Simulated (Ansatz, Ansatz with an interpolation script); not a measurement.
An input for Ansatz 0.2.0 (VCu3S4 (Sulvanite)):

```yaml
crystal:
  lattice:
    - [5.3912, 0.0, 0.0]
    - [0.0, 5.3912, 0.0]
    - [0.0, 0.0, 5.3912]
  atoms:
    - { symbol: V, position: [0.0, 0.0, 0.0] }
    - { symbol: Cu, position: [0.5, 0.0, 0.0] }
    - { symbol: Cu, position: [0.0, 0.5, 0.0] }
    - { symbol: Cu, position: [0.0, 0.0, 0.5] }
    - { symbol: S, position: [0.2372, 0.2372, 0.2372] }
    - { symbol: S, position: [0.2372, 0.7628, 0.7628] }
    - { symbol: S, position: [0.7628, 0.7628, 0.2372] }
    - { symbol: S, position: [0.7628, 0.2372, 0.7628] }
kpoints:
  mp_grid: { grid: [4, 4, 4] }
  band_path:
    path:
      - [-0.5, -0.5, -0.5]
      - [-0.5257411, -0.5, -0.5]
      - [-0.5128705, -0.5, -0.5]
      - [-0.4871295, -0.5, -0.5]
      - [-0.4742589, -0.5, -0.5]
      - [-0.5, -0.5257411, -0.5]
      - [-0.5, -0.5128705, -0.5]
      - [-0.5, -0.4871295, -0.5]
      - [-0.5, -0.4742589, -0.5]
      - [-0.5, -0.5, -0.5257411]
      - [-0.5, -0.5, -0.5128705]
      - [-0.5, -0.5, -0.4871295]
      - [-0.5, -0.5, -0.4742589]
      - [-0.5182017, -0.5182017, -0.5]
      - [-0.5091008, -0.5091008, -0.5]
      - [-0.4908992, -0.4908992, -0.5]
      - [-0.4817983, -0.4817983, -0.5]
      - [-0.5148616, -0.5148616, -0.5148616]
      - [-0.5074308, -0.5074308, -0.5074308]
      - [-0.4925692, -0.4925692, -0.4925692]
      - [-0.4851384, -0.4851384, -0.4851384]
      - [-0.0257411, -0.5, 0.0]
      - [-0.0128705, -0.5, 0.0]
      - [0.0, -0.5, 0.0]
      - [0.0128705, -0.5, 0.0]
      - [0.0257411, -0.5, 0.0]
      - [0.0, -0.5257411, 0.0]
      - [0.0, -0.5128705, 0.0]
      - [0.0, -0.4871295, 0.0]
      - [0.0, -0.4742589, 0.0]
      - [0.0, -0.5, -0.0257411]
      - [0.0, -0.5, -0.0128705]
      - [0.0, -0.5, 0.0128705]
      - [0.0, -0.5, 0.0257411]
      - [-0.0182017, -0.5182017, 0.0]
      - [-0.0091008, -0.5091008, 0.0]
      - [0.0091008, -0.4908992, 0.0]
      - [0.0182017, -0.4817983, 0.0]
      - [-0.0148616, -0.5148616, -0.0148616]
      - [-0.0074308, -0.5074308, -0.0074308]
      - [0.0074308, -0.4925692, 0.0074308]
      - [0.0148616, -0.4851384, 0.0148616]
      - [0.0205929, -0.5, 0.0]
      - [-0.0205929, -0.5, 0.0]
      - [0.0102964, -0.4897036, 0.0]
      - [0.0102964, -0.5102964, 0.0]
      - [-0.0102964, -0.4897036, 0.0]
      - [-0.0102964, -0.5102964, 0.0]
      - [0.0102964, -0.5, 0.0102964]
      - [0.0102964, -0.5, -0.0102964]
      - [-0.0102964, -0.5, 0.0102964]
      - [-0.0102964, -0.5, -0.0102964]
      - [0.0, -0.4794071, 0.0]
      - [0.0, -0.5205929, 0.0]
      - [0.0, -0.4897036, 0.0102964]
      - [0.0, -0.4897036, -0.0102964]
      - [0.0, -0.5102964, 0.0102964]
      - [0.0, -0.5102964, -0.0102964]
      - [0.0, -0.5, 0.0205929]
      - [0.0, -0.5, -0.0205929]
      - [0.5206372, 0.5000687, 0.167578]
      - [0.5000444, 0.5000687, 0.167578]
      - [0.4794515, 0.5000687, 0.167578]
      - [0.5103408, 0.5103651, 0.167578]
      - [0.5103408, 0.4897723, 0.167578]
      - [0.4897479, 0.5103651, 0.167578]
      - [0.4897479, 0.4897723, 0.167578]
      - [0.5103408, 0.5000687, 0.1778745]
      - [0.5103408, 0.5000687, 0.1572816]
      - [0.4897479, 0.5000687, 0.1778745]
      - [0.4897479, 0.5000687, 0.1572816]
      - [0.5000444, 0.5206616, 0.167578]
      - [0.5000444, 0.4794758, 0.167578]
      - [0.5000444, 0.5103651, 0.1778745]
      - [0.5000444, 0.5103651, 0.1572816]
      - [0.5000444, 0.4897723, 0.1778745]
      - [0.5000444, 0.4897723, 0.1572816]
      - [0.5000444, 0.5000687, 0.1881709]
      - [0.5000444, 0.5000687, 0.1469852]
    npoints: 1
hamiltonian:
  xc: lda
  pseudopotentials: { kind: paw, azcp: { folder: soft_1 }, xc_functional: pbe }
scf:
  occupations: { method: fixed }
  n_extra_bands: 11
```

```sh
ansatz run input.yaml --threads 2 --pin off --max-ram 92160MiB --backend cuda --events-out ev --progress --plain --runs-dir out --devices 1 --max-vram 13GiB
```

Q: Estimate wall time and host memory on 1 × NVIDIA H100 80GB HBM3 (shared by 6 runs) with 2 threads of AMD EPYC 7R13 (Zen 3), shared host.

It took 16 s; on shared hardware allow 8.2 s to 33 s. Peak host memory was 0.93 GiB.

[Paths, hosts, dates, memory and timing lines, banners, echoed tables and standing remarks are left out of the program output.]

[Logs are printed without paths, hosts, clocks, repeated set-up lines and the standing remarks that a program may print on its own settings, such as how far it seeks lower states.]

[Runs of the session that timed out or met a known fault of the program may be left out.]

[Hosts, paths, dates, database ids (printed as entryN), source tags and the programs' standing remarks are cut or masked in the printed files.]
